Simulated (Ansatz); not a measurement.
# S on Ta(110): change of the work function, part 2 of 3

How does S on the hollow site change the work function of Ta(110) as the layer fills?

Ansatz 0.2.0; plane-wave DFT, PBE, Ansatz PAW.

So far, work function, upper face (eV): step 2 (the clean slab) 4.77.

### Step 3. Adsorbate added, k-mesh 6×6×1, coverage 0.25 ML

System of this step: Ta16S (S/Ta(110)). The cell holds 17 atoms: 16 Ta and 1 S. Cell: a = 5.733 Å, b = 5.733 Å, c = 27.276 Å, α = 90.0°, β = 90.0°, γ = 70.5°. Vacuum lies along c.

The clean slab as it ended is repeated in the plane and the adsorbate is set on one face; the cell's size fixes the coverage, and the k-mesh shrinks with it to keep the sampling density about even. Adsorbate and upper layers relax, since the dipole depends on the height.

Input file input.yaml:

```yaml
crystal:
  lattice:
    - [4.6810468914, -3.31, 0.0]
    - [4.6810468914, 3.31, 0.0]
    - [0.0, 0.0, 27.2758732418]
  atoms:
    - { symbol: Ta, position: [0.0, 0.0, 0.3299619382] }
    - { symbol: Ta, position: [0.25, 0.25, 0.4157712329] }
    - { symbol: Ta, position: [0.0, 0.0, 0.501668452] }
    - { symbol: Ta, position: [0.25, 0.25, 0.5841351781] }
    - { symbol: Ta, position: [0.0, 0.5, 0.3299619382] }
    - { symbol: Ta, position: [0.25, 0.75, 0.4157712329] }
    - { symbol: Ta, position: [0.0, 0.5, 0.501668452] }
    - { symbol: Ta, position: [0.25, 0.75, 0.5841351781] }
    - { symbol: Ta, position: [0.5, 0.0, 0.3299619382] }
    - { symbol: Ta, position: [0.75, 0.25, 0.4157712329] }
    - { symbol: Ta, position: [0.5, 0.0, 0.501668452] }
    - { symbol: Ta, position: [0.75, 0.25, 0.5841351781] }
    - { symbol: Ta, position: [0.5, 0.5, 0.3299619382] }
    - { symbol: Ta, position: [0.75, 0.75, 0.4157712329] }
    - { symbol: Ta, position: [0.5, 0.5, 0.501668452] }
    - { symbol: Ta, position: [0.75, 0.75, 0.5841351781] }
    - { symbol: S, position: [0.42, 0.42, 0.6700380618] }
kpoints:
  mp_grid: { grid: [6, 6, 1] }
hamiltonian:
  xc: pbe
scf:
  occupations: { method: fermi_dirac, width: 0.1 }
  convergence: { dr2_threshold: 1.0e-08 }
efield:
  axis: 3
  dipole_correction: true
  ramp_position: 0.97
  ramp_width: 0.06
relax:
  f_tol: 0.02
  max_steps: 60
  constraints: [{ sites: [0, 1, 4, 5, 8, 9, 12, 13] }]
output:
  dos: { projected: true, e_range: [-8, 4] }
  write_potential: true
  write_density: true
  volumetric_format: npy
  elf: true
```

Command:

```bash
$ ansatz run input.yaml --threads 4 --pin off --max-ram 6144MiB --backend cpu --events-out ev --progress --plain --runs-dir out
```

Numbers of over 12 decimals in the logs are rounded to 6 here.

The program printed:

```text
[...]
Crystal: 17 atoms, lattice volume = 845.239 Å³
Basis set: ecut = 420 eV, 16575 PW (Γ), exchange–correlation on 80×80×384 points (8 copies of the dense FFT grid, shifted against one another)
Bands: 129, of which v1, the nominal top of the filled ones, is band 107 counted from 1 (106 counted from 0)
Symmetry: 2 space group operations
[...]
k-points: 13 of 36 (time reversal used)
[...]
SCF iter   1: F=—  HF=-159811.262112 eV  |F-HF|=—  |Δ(HF+E_count)|=         —  Δρ=7.28e-3  dr2=1.01e1  ethr=1.77e-3  p=-0.140 e·Å  D=-3.00e-2 V/Å  ΔV_dip=0.82 eV  dr2_dipole=8.53e-1  V_vac-E_F(+/−)=5.79/4.97 eV  ⟨swp⟩=10.5  Hψ=8521  notcnv=0  defer=1
[...]
SCF iter   9: F=-159810.951913 eV  HF=-159810.951913 eV  |F-HF|=2.80e-8  |Δ(HF+E_count)|=   1.23e-7  Δρ=7.91e-7  dr2=8.55e-9  ethr=4.67e-12  p=-0.143 e·Å  D=-3.06e-2 V/Å  ΔV_dip=0.83 eV  dr2_dipole=3.93e-10  V_vac-E_F(+/−)=5.63/4.79 eV  ⟨swp⟩=13.0  Hψ=14396  notcnv=0
SCF 1 converged in 9 iterations: F = -159810.951913 eV  dr2 = 8.55e-9
[...]
relax step   1: F+E_penalty+E_count = -159810.95191291 eV  Δ(F+E_penalty+E_count) = +0.000e0 eV  max|allowed force component| = 3.713e0 eV/Å  Δτ_max = 0.0000 Å  (9 SCF iters, accepted)
[...]
SCF iter  10: F=-159811.891737 eV  HF=-159811.891737 eV  |F-HF|=8.91e-9  |Δ(HF+E_count)|=   1.11e-8  Δρ=2.66e-7  dr2=9.69e-10  ethr=4.67e-12  p=-0.088 e·Å  D=-1.89e-2 V/Å  ΔV_dip=0.51 eV  dr2_dipole=9.15e-11  V_vac-E_F(+/−)=5.31/4.79 eV  ⟨swp⟩=14.9  Hψ=12516  notcnv=0
SCF 2 converged in 10 iterations: F = -159811.891737 eV  dr2 = 9.69e-10
relax step   2: F+E_penalty+E_count = -159811.89173745 eV  Δ(F+E_penalty+E_count) = -9.398e-1 eV  max|allowed force component| = 2.798e0 eV/Å  Δτ_max = 0.1949 Å  (10 SCF iters, accepted)
SCF iter   1: F=—  HF=-159812.438556 eV  |F-HF|=—  |Δ(HF+E_count)|=         —  Δρ=3.53e-3  dr2=4.42e-1  ethr=2.36e-3  p=-0.088 e·Å  D=-1.89e-2 V/Å  ΔV_dip=0.51 eV  dr2_dipole=1.17e-2  V_vac-E_F(+/−)=5.31/4.79 eV  ⟨swp⟩=4.8  Hψ=3289  notcnv=0  defer=10
[...]
SCF iter  10: F=-159812.383802 eV  HF=-159812.383802 eV  |F-HF|=7.86e-9  |Δ(HF+E_count)|=   2.60e-8  Δρ=3.57e-7  dr2=2.30e-9  ethr=4.67e-12  p=-0.040 e·Å  D=-8.62e-3 V/Å  ΔV_dip=0.24 eV  dr2_dipole=1.41e-10  V_vac-E_F(+/−)=5.03/4.79 eV  ⟨swp⟩=14.6  Hψ=13698  notcnv=0
SCF 3 converged in 10 iterations: F = -159812.383802 eV  dr2 = 2.30e-9
relax step   3: F+E_penalty+E_count = -159812.38380182 eV  Δ(F+E_penalty+E_count) = -4.921e-1 eV  max|allowed force component| = 9.569e-1 eV/Å  Δτ_max = 0.1950 Å  (10 SCF iters, accepted)
[...]
relax step   4: F+E_penalty+E_count = -159812.53914110 eV  Δ(F+E_penalty+E_count) = -1.553e-1 eV  max|allowed force component| = 4.929e-1 eV/Å  Δτ_max = 0.1947 Å  (9 SCF iters, accepted)
[...]
relax step   5: F+E_penalty+E_count = -159812.61168778 eV  Δ(F+E_penalty+E_count) = -7.255e-2 eV  max|allowed force component| = 3.439e-1 eV/Å  Δτ_max = 0.2000 Å  (9 SCF iters, accepted)
[...]
relax step   6: F+E_penalty+E_count = -159812.65513538 eV  Δ(F+E_penalty+E_count) = -4.345e-2 eV  max|allowed force component| = 1.819e-1 eV/Å  Δτ_max = 0.1929 Å  (9 SCF iters, accepted)
[...]
relax step   7: F+E_penalty+E_count = -159812.66818179 eV  Δ(F+E_penalty+E_count) = -1.305e-2 eV  max|allowed force component| = 4.806e-2 eV/Å  Δτ_max = 0.1490 Å  (9 SCF iters, accepted)
SCF iter   1: F=—  HF=-159812.670173 eV  |F-HF|=—  |Δ(HF+E_count)|=         —  Δρ=6.54e-4  dr2=1.05e-2  ethr=2.39e-5  p=-0.021 e·Å  D=-4.40e-3 V/Å  ΔV_dip=0.12 eV  dr2_dipole=5.55e-4  V_vac-E_F(+/−)=4.92/4.80 eV  ⟨swp⟩=2.9  Hψ=3299  notcnv=0  defer=9
[...]
SCF iter   7: F=-159812.669172 eV  HF=-159812.669172 eV  |F-HF|=2.83e-8  |Δ(HF+E_count)|=   1.07e-7  Δρ=6.83e-7  dr2=9.76e-9  ethr=4.67e-12  p=-0.021 e·Å  D=-4.45e-3 V/Å  ΔV_dip=0.12 eV  dr2_dipole=7.28e-11  V_vac-E_F(+/−)=4.92/4.80 eV  ⟨swp⟩=14.2  Hψ=14093  notcnv=0
SCF 8 converged in 7 iterations: F = -159812.669172 eV  dr2 = 9.76e-9
relax step   8: F+E_penalty+E_count = -159812.66917153 eV  Δ(F+E_penalty+E_count) = -9.897e-4 eV  max|allowed force component| = 1.395e-2 eV/Å  Δτ_max = 0.0337 Å  (7 SCF iters, accepted)
NSCF: frozen V_eff on 13 k-points
[...]
SCF converged after 7 iterations
Free energy (F): -159812.669172 eV
[...]
Internal energy: -159811.924359 eV  (E = F + TS)
E sigma→0 (E₀):  -159812.296765 eV
Entropy (-TS):   -0.744813 eV (-43.813 meV/atom)
Fermi energy:    3.567998 eV
Dipole field:    D = -0.004459 V/Å  (p = -0.020826 e·Å, saw-weighted, corrected)
Work function:   Φ+ = 4.9185 eV   Φ− = 4.7969 eV
[...]
--- Forces (eV/Å), atoms counted from 1 ---
  atom   1  Ta     0.00120727    -0.00000000     0.34468256
  atom   2  Ta     0.00546516     0.00000000    -0.33091946
  atom   3  Ta    -0.00350756     0.00000000    -0.00481816
  atom   4  Ta     0.00782376     0.00000000     0.00092690
  atom   5  Ta     0.00058182    -0.00043104     0.38721422
  atom   6  Ta    -0.00319522    -0.02191877    -0.45779690
  atom   7  Ta    -0.00255769    -0.00242779    -0.00112518
  atom   8  Ta     0.00520767    -0.01395298     0.01241381
  atom   9  Ta     0.00058182     0.00043104     0.38721422
  atom  10  Ta    -0.00319522     0.02191877    -0.45779690
  atom  11  Ta    -0.00255769     0.00242779    -0.00112518
  atom  12  Ta     0.00520767     0.01395298     0.01241381
  atom  13  Ta    -0.00013718     0.00000000     0.45415057
  atom  14  Ta    -0.01381934     0.00000000    -0.33101748
  atom  15  Ta     0.00543108    -0.00000000    -0.00121858
  atom  16  Ta    -0.00756448    -0.00000000    -0.00466946
  atom  17  S      0.00502112    -0.00000000    -0.00852146
  max |Σ_I F_I| component: 7.35e-6 eV/Å
--- Band table (eV; the first three rows and the last of 13) ---
  k-point 0: bands = [... 103 lower, 3.5816, 3.7718, 3.9575, 3.9705, 4.0504, 4.1340, 4.6741, 4.6978, ... 18 higher]
  k-point 1: bands = [... 103 lower, 3.5039, 3.6231, 3.6730, 3.8179, 3.9112, 4.2163, 4.2488, 4.3702, ... 18 higher]
  k-point 2: bands = [... 103 lower, 3.2230, 3.3291, 3.4020, 3.4436, 3.4982, 3.5171, 3.6028, 3.6717, ... 18 higher]
  k-point 12: bands = [... 103 lower, 3.4462, 3.5866, 3.6338, 3.7247, 3.7252, 3.8496, 3.9108, 3.9389, ... 18 higher]
--- Relaxed structure (8 steps of the walk, 8 accepted, 0 SCFs on fresh bases) ---
  F+E_penalty+E_count = -159812.66917153 eV   max|allowed force component| = 1.395e-2 eV/Å
  atoms:
    - { symbol: Ta, position: [0.0, 0.0, 0.329962] }
    - { symbol: Ta, position: [0.250000, 0.250000, 0.415771] }
    - { symbol: Ta, position: [-0.00022768, -0.00022768, 0.499822] }
    - { symbol: Ta, position: [0.256250, 0.256250, 0.585398] }
    - { symbol: Ta, position: [-2.7755575615628914e-17, 0.5, 0.329962] }
    - { symbol: Ta, position: [0.25, 0.750000, 0.415771] }
    - { symbol: Ta, position: [-0.000379088, 0.499802, 0.501884] }
    - { symbol: Ta, position: [0.230417, 0.768430, 0.585767] }
    - { symbol: Ta, position: [0.5, -2.7755575615628914e-17, 0.329962] }
    - { symbol: Ta, position: [0.750000, 0.25, 0.415771] }
    - { symbol: Ta, position: [0.499802, -0.000379088, 0.501884] }
    - { symbol: Ta, position: [0.768430, 0.230417, 0.585767] }
    - { symbol: Ta, position: [0.500000, 0.500000, 0.329962] }
    - { symbol: Ta, position: [0.750000, 0.750000, 0.415771] }
    - { symbol: Ta, position: [0.499644, 0.499644, 0.502571] }
    - { symbol: Ta, position: [0.742405, 0.742405, 0.585397] }
    - { symbol: S, position: [0.498594, 0.498594, 0.646834] }
```

Run time: 6.8 min. Hardware: 4 threads of Arm Neoverse V1, shared host; peak memory 3 GiB.

Step by step:

| step | energy less that of the first step (eV) | largest force component (eV/Å) |
| --- | --- | --- |
| 1 | 0.0000 | 3.7132 |
| 2 | -0.9398 | 2.7978 |
| 3 | -1.4319 | 0.9569 |
| 4 | -1.5872 | 0.4929 |
| 5 | -1.6598 | 0.3439 |
| 6 | -1.7032 | 0.1819 |
| 7 | -1.7163 | 0.0481 |
| 8 | -1.7173 | 0.0140 |

The run keeps the 2 symmetry operations that it works with, so distortions that break them were not tested.

The atoms that moved most (Å):

| atom | dx | dy | dz | length |
| --- | --- | --- | --- | --- |
| S17 | 0.736 | 0.000 | -0.633 | 0.971 |
| Ta8 | -0.005 | 0.126 | 0.045 | 0.134 |
| Ta12 | -0.005 | -0.126 | 0.045 | 0.134 |
| Ta16 | -0.071 | 0.000 | 0.034 | 0.079 |
| Ta4 | 0.059 | 0.000 | 0.034 | 0.068 |
| Ta3 | -0.002 | 0.000 | -0.050 | 0.050 |
| Ta15 | -0.003 | 0.000 | 0.025 | 0.025 |
| Ta11 | -0.003 | -0.001 | 0.006 | 0.006 |

Final coordinates:

```xyz
17
Lattice="4.6810 -3.3100 0.0000 4.6810 3.3100 0.0000 0.0000 0.0000 27.2759" Properties=species:S:1:pos:R:3
Ta    0.0000    0.0000    9.0000
Ta    2.3405    0.0000   11.3405
Ta   -0.0021    0.0000   13.6331
Ta    2.3990    0.0000   15.9672
Ta    2.3405    1.6550    9.0000
Ta    4.6810    1.6550   11.3405
Ta    2.3378    1.6556   13.6893
Ta    4.6757    1.7808   15.9773
Ta    2.3405   -1.6550    9.0000
Ta    4.6810   -1.6550   11.3405
Ta    2.3378   -1.6556   13.6893
Ta    4.6757   -1.7808   15.9773
Ta    4.6810    0.0000    9.0000
Ta    7.0216    0.0000   11.3405
Ta    4.6777    0.0000   13.7081
Ta    6.9505    0.0000   15.9672
S     4.6679    0.0000   17.6430
```

Numbers from this step:

| Quantity | Value |
| --- | --- |
| energy at zero smearing | -159812.2968 eV |
| work function, upper face | 4.919 eV |
| work function, lower face | 4.797 eV |
| dipole along the normal | -0.02083 e·Å |
| step between the vacuum levels | 0.1216 eV |

Running mean over 2.341 Å of the planar mean; the ramp of the sawtooth is left out. Electron's electrostatic potential energy less the Fermi level against z:

z (Å), electron's electrostatic potential energy less the Fermi level (eV) and a bar from the least value:
```
        4        4.8 ##############################
        5        4.8 ##############################
        6        4.6 #############################
        7        2.9 ##########################
        8       -5.2 ##########
        9      -10.1 #
       10      -10.0 #
       11      -10.0 #
       12      -10.0 #
       13       -9.9 #
       14      -10.1 #
       15      -10.5 
       16      -10.4 
       17       -6.5 ########
       18        1.3 #######################
       19        4.0 ############################
       20        4.9 ##############################
       21        4.9 ##############################
       22        4.9 ##############################
       23        4.9 ##############################
       24        4.9 ##############################
```

The density of states has structure finer than the step of the table below, so its rows give means over 0.25 eV, whole bins alone (the curve runs from -8 to 1.98 eV). Peaks (eV: height): -1.410: 42.7, -1.110: 34.5, -1.050: 36.4, -0.780: 26.8, -0.240: 29.5, -0.060: 28.8, 0.330: 23.9.

Density of states against energy, zero at the Fermi level; means over each step:

| energy (eV) | density of states (states/eV a cell) |
| --- | --- |
| -7.75 | 0 |
| -7.50 | 0.0362 |
| -7.25 | 0.849 |
| -7.00 | 0.870 |
| -6.75 | 0.986 |
| -6.50 | 0.998 |
| -6.25 | 1.41 |
| -6.00 | 2.63 |
| -5.75 | 2.46 |
| -5.50 | 2.78 |
| -5.25 | 1.76 |
| -5.00 | 5.32 |
| -4.75 | 6.67 |
| -4.50 | 8.52 |
| -4.25 | 11.4 |
| -4.00 | 9.91 |
| -3.75 | 11.3 |
| -3.50 | 10.9 |
| -3.25 | 12.2 |
| -3.00 | 17.7 |
| -2.75 | 16.1 |
| -2.50 | 12.5 |
| -2.25 | 10.6 |
| -2.00 | 9.32 |
| -1.75 | 9.26 |
| -1.50 | 27.5 |
| -1.25 | 26.0 |
| -1.00 | 26.0 |
| -0.75 | 23.9 |
| -0.50 | 25.1 |
| -0.25 | 26.8 |
| 0.00 | 23.8 |
| 0.25 | 17.8 |
| 0.50 | 10.0 |
| 0.75 | 9.08 |
| 1.00 | 11.8 |
| 1.25 | 10.4 |
| 1.50 | 9.97 |
| 1.75 | 9.92 |

Projected DOS per atom over height of the atomic layer and energy from the Fermi level. Layers: Ta4 Ta4 Ta4 Ta4 S from below.

Values in states/eV, 22 rows by 5 columns, each cell a mean:
```
0.96 0.46 0.43 0.68 0.13
0.68 0.47 0.45 0.72 0.13
0.82 0.41 0.38 0.62 0.12
0.99 0.61 0.60 0.73 0.10
1.66 1.17 1.13 1.62 0.24
2.05 1.26 1.29 1.47 0.35
1.77 1.48 1.49 1.55 0.37
1.53 1.81 1.70 1.40 0.22
0.56 0.43 0.57 0.63 0.61
0.58 0.61 0.70 0.70 0.57
0.92 1.07 1.06 0.82 0.77
0.75 0.95 0.87 0.57 0.61
0.57 0.82 0.71 0.44 1.11
0.38 0.54 0.53 0.55 2.45
0.25 0.28 0.34 0.62 2.10
0.18 0.19 0.21 0.29 0.57
0.13 0.15 0.14 0.17 0.20
0.12 0.14 0.16 0.14 0.12
0.04 0.09 0.09 0.04 0.03
0.03 0.09 0.08 0.03 0.02
0.02 0.05 0.05 0.01 0.01
0.00 0.00 0.00 0.00 0.00
```
Columns: height of the atomic layer (Å) from 9 to 17.6 (not evenly spaced); rows upwards: energy from the Fermi level (eV) from -7.96 to 1.95.

Valence density in the ca plane at fractional y = 0.499, with atoms of Ta and S within 0.2 Å of it. It is the smooth field of the valence electrons, not physical close to the nuclei.

Ten steps, logarithmic in the rise over the least value, from '0' (0.0 e/Å³) to '9' (4.3 e/Å³), each cell a mean:
```
99964443444699996444332210000000000000000000
88754444444578874444433211000000000000000000
55444444444455544444443221100000000000000000
44443444444444444444443332210000000000000000
55544444444455544444444554421000000000000000
88754444444578875443445666542000000000000000
99964443344699996433346666653100000000000000
99964443344799996433346656753100000000000000
99854444444689985433346666642100000000000000
77644444444467764444445566531000000000000000
44444444444444444444444443310000000000000000
44444444444444444444443322100000000000000000
77644444444467754444443211000000000000000000
99854444444689985444433210000000000000000000
99964443344799996444332210000000000000000000
```
Columns run along c (16.0 Å, from fractional 0.32 to 0.91 of the cell), rows up along a (5.7 Å). Atoms in or near the plane, at fractional coordinates: Ta at (0.33, 0.00), Ta at (0.50, 0.00), Ta at (0.33, 0.50), Ta at (0.50, 0.50), S at (0.65, 0.50).

ELF in the ca plane at fractional y = 0.499, with atoms of Ta and S within 0.2 Å of it. It is the smooth field of the valence electrons, not physical close to the nuclei.

Ten even steps from '0' (0.00) to '9' (0.92), each cell a mean:
```
45634544442475573354445431000000000000000000
76424533443257642343334321000000000000000000
33235433345322223443333321100000000000000000
33455433345533335543333455432100000000000000
33235433345323323543235788875310000000000000
76424533443256642343247888997521000000000000
45633543442375573343358635998631000000000000
23743544442473373244358513999741000000000000
67634543443366762343248767998631000000000000
54334433344234432443236889986420000000000000
33345433345432234543234677653210000000000000
33345433345432234543333333221000000000000000
54324433344234422443333321000000000000000000
77634543443367762344344421000000000000000000
23743544442472373355445431000000000000000000
```
Columns run along c (16.0 Å, from fractional 0.32 to 0.91 of the cell), rows up along a (5.7 Å). Atoms in or near the plane, at fractional coordinates: Ta at (0.33, 0.00), Ta at (0.50, 0.00), Ta at (0.33, 0.50), Ta at (0.50, 0.50), S at (0.65, 0.50).

Electrostatic potential energy in the ca plane at fractional y = 0.499, with atoms of Ta and S within 0.2 Å of it. With pseudopotentials it is smooth inside the atoms' cores, unlike the true potential.

Values in eV, 8 rows by 16 columns, each cell a mean:
```
-42  -3   4   3 -29 -33   2   3   6   8   8   8   8   8   8   8
 -5   4   1   4  -1  -2   4   1   5   8   8   8   8   8   8   8
-12   3   2   4  -6  -9   4   2  -1   0   8   8   8   8   8   8
-50  -6   4   3 -35 -41   1   4 -23 -23   7   8   8   8   8   8
-42  -3   4   3 -28 -34   2   3 -19 -19   7   8   8   8   8   8
 -4   4   1   4  -1  -2   4   1   3   4   8   8   8   8   8   8
-12   3   2   4  -7  -9   3   1   6   8   8   8   8   8   8   8
-50  -5   5   3 -35 -40   1   4   7   8   8   8   8   8   8   8
```
Columns run along c (16.0 Å, from fractional 0.32 to 0.91 of the cell; values clipped at the 3rd and 97th percentile), rows up along a (5.7 Å). Atoms in or near the plane, at fractional coordinates: Ta at (0.33, 0.00), Ta at (0.50, 0.00), Ta at (0.33, 0.50), Ta at (0.50, 0.50), S at (0.65, 0.50).

The relaxation took 8 steps and lowered the energy by 1.7 eV; the largest force on the free atoms ends at 0.014 eV/Å.

By hand: a sheet of dipoles makes a step −p/(ε₀A) in the electron's potential. With e/ε₀ = 180.95 V·Å, p = -0.02083 e·Å and A = 30.99 Å², that is −180.95 × (-0.02083) / 30.99 = +0.122 eV, and the two vacuum levels of the run differ by +0.122 eV.

The covered face has 4.92 eV, +0.15 eV against the clean one; the bare back face has moved by -0.02 eV, a measure of how thin the slab is.

[end of part 2 of 3]

[Logs are printed without paths, hosts, clocks, repeated set-up lines and the standing remarks that a program may print on its own settings, such as how far it seeks lower states.]

[Hosts, paths, dates, database ids (printed as entryN), source tags and the programs' standing remarks are cut or masked in the printed files.]

[Maps of the electrostatic potential energy from Ansatz leave out the sawtooth potential of an applied field or a dipole correction, so their vacuum need not be flat; planar profiles and work functions include it.]

[The density of states shown here was stored with 400 of the rows of the run's finer table, so its peaks can read low, often by over a quarter, or be missed, and its means over a window can be off by a tenth or more.]
